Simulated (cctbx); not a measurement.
## Solving a structure by charge flipping

Cell a = 4.8030 Å, b = 4.8030 Å, c = 10.5500 Å, α = 90.00°, β = 90.00°, γ = 90.00°; space group I4/mmm (no. 139); content Pb2 Ho4 Sm2.

Simulated single-crystal data (cctbx): Mo Kα, λ = 0.71073 Å, to d = 0.65 Å, 70 % of the full sphere, strongest reflection 20000 counts, noise from counting, a 3 % proportional error and a noise floor of 15 counts (s.d.); no absorption.

Charge flipping in P1 on normalised amplitudes to 0.8 Å, δ = 1.1 σ, 20 % of the reflections treated as weak, 100 cycles:

```text
cycle      R  skewness
    0  0.518     0.30
    8  0.438     1.37
   16  0.463     1.93
   24  0.429     4.24
   32  0.399     4.00
   40  0.376     3.45
   48  0.387     3.38
   56  0.375     3.35
   64  0.394     3.64
   72  0.387     3.55
   80  0.383     3.44
   88  0.387     3.46
   96  0.381     3.37
origin shift          correlation  skewness
 0.396  0.436  0.213      0.867      8.16
 0.396  0.936  0.213      0.867      8.20
 0.396  0.936  0.463      0.867      8.14
 0.396  0.436  0.463      0.867      8.22
taken: symmetry correlation 0.867, skewness 8.22
peak      x       y       z  mult  height/sigma
Q1    0.0000  0.0000  0.5000    2     17.4
Q2    0.0000  0.5000  0.2500    4     15.3
Q3    0.0000  0.0000  0.0000    2     15.1
Q4    0.0000  0.2387  0.0000    8      1.0
Q5    0.0000  0.0000  0.3845    4      1.0
Q6    0.1334  0.1334  0.4353   16      0.9
Q7    0.0000  0.2607  0.2501   16      0.9
Q8    0.0000  0.1365  0.0953   16      0.8
```

The origin is taken among those within 0.04 of the best correlation, by the skewness of the map.

It took 0.33 s on 1 thread of Intel(R) Xeon(R) CPU @ 2.60GHz (Ice Lake), with other jobs on the host, peak memory 0.07 GiB.

**Question.** Which peaks are atoms, and which elements?

Heights go roughly as Z and multiplicities must add up to the content. First model: Q1 = Pb1 (2 in the cell, height 17.4), Q2 = Ho1 (4 in the cell, height 15.3) and Q3 = Sm1 (2 in the cell, height 15.1). Against the true structure, Q1 is Pb, Q2 is Ho and Q3 is Sm; the other peaks are not atoms.

Least squares on F², isotropic:

```text
Rint 0.030, 165 unique reflections to 0.65 A
cycle     R1     wR2    GooF  max shift (A)
   1  0.1906  0.3937  16.240   0.00000
   2  0.0132  0.0233   0.960   0.00000
final R1 0.0132 wR2 0.0233 GooF 0.960  parameters 3  data/parameter 55.0
atom        x        y        z      Ueq    occ   su(xyz)  su(Uiso or U11)
Pb1    0.00000  0.00000  0.50000   0.0026  1.000  0.00000  0.0001
Ho1    0.00000  0.50000  0.25000   0.0043  1.000  0.00000  0.0001
Sm1    0.00000  0.00000  0.00000   0.0043  1.000  0.00000  0.0001
difference map: max 2.42 min -2.11 rms 0.32
Q1    0.0000  0.0000  0.4592    4    2.42  0.43 A from Pb1
Q2    0.0000  0.3939  0.5000    8    1.46  1.89 A from Pb1
Q3    0.0000  0.5000  0.1548    8    1.23  1.00 A from Ho1
Q4    0.0000  0.0000  0.2485    4    1.12  2.40 A from Ho1
Q5    0.0000  0.2664  0.3054   16    1.01  1.27 A from Ho1
```

Anisotropic refinement:

```text
Rint 0.030, 165 unique reflections to 0.65 A
cycle     R1     wR2    GooF  max shift (A)
   1  0.0140  0.0249   1.037   0.00000
   2  0.0123  0.0213   0.889   0.00000
final R1 0.0123 wR2 0.0213 GooF 0.889  parameters 6  data/parameter 27.5
atom        x        y        z      Ueq    occ   su(xyz)  su(Uiso or U11)
Pb1    0.00000  0.00000  0.50000   0.0026  1.000  0.00000  0.0001
Ho1    0.00000  0.50000  0.25000   0.0043  1.000  0.00000  0.0001
Sm1    0.00000  0.00000  0.00000   0.0043  1.000  0.00000  0.0001
difference map: max 1.39 min -2.23 rms 0.31
Q1    0.0000  0.3949  0.5000    8    1.40  1.90 A from Pb1
Q2    0.0000  0.5000  0.1578    8    1.34  0.97 A from Ho1
Q3    0.0000  0.0000  0.2463    4    1.10  2.40 A from Ho1
Q4    0.0000  0.2573  0.3059   16    0.99  1.31 A from Ho1
Q5    0.0000  0.2796  0.1934   16    0.96  1.22 A from Ho1
Q6    0.0000  0.4030  0.0000    8    0.91  1.94 A from Sm1
```

**Reading.** The refinement ends at R1 = 0.0123, wR2 = 0.0213, GooF = 0.89, with difference density between -2.23 and 1.39 e/Å³. Every site matches the true model in element, within 0.001 Å r.m.s., up to an allowed shift of origin.

True model:

```
atom  mult.    x    y    z  Ueq (Å²)
 Pb1      2    0    0    0    0.0026
 Ho1      4  1/2    0  1/4    0.0043
 Sm1      2  1/2  1/2    0    0.0041
```

The model is made up (kin elements in a known structure type, no relaxation), so it says nothing on whether the phase exists.

[Middle refinement cycles are left out of these outputs.]

[Logs are printed without paths, hosts, clocks, repeated set-up lines and the standing remarks that a program may print on its own settings, such as how far it seeks lower states.]
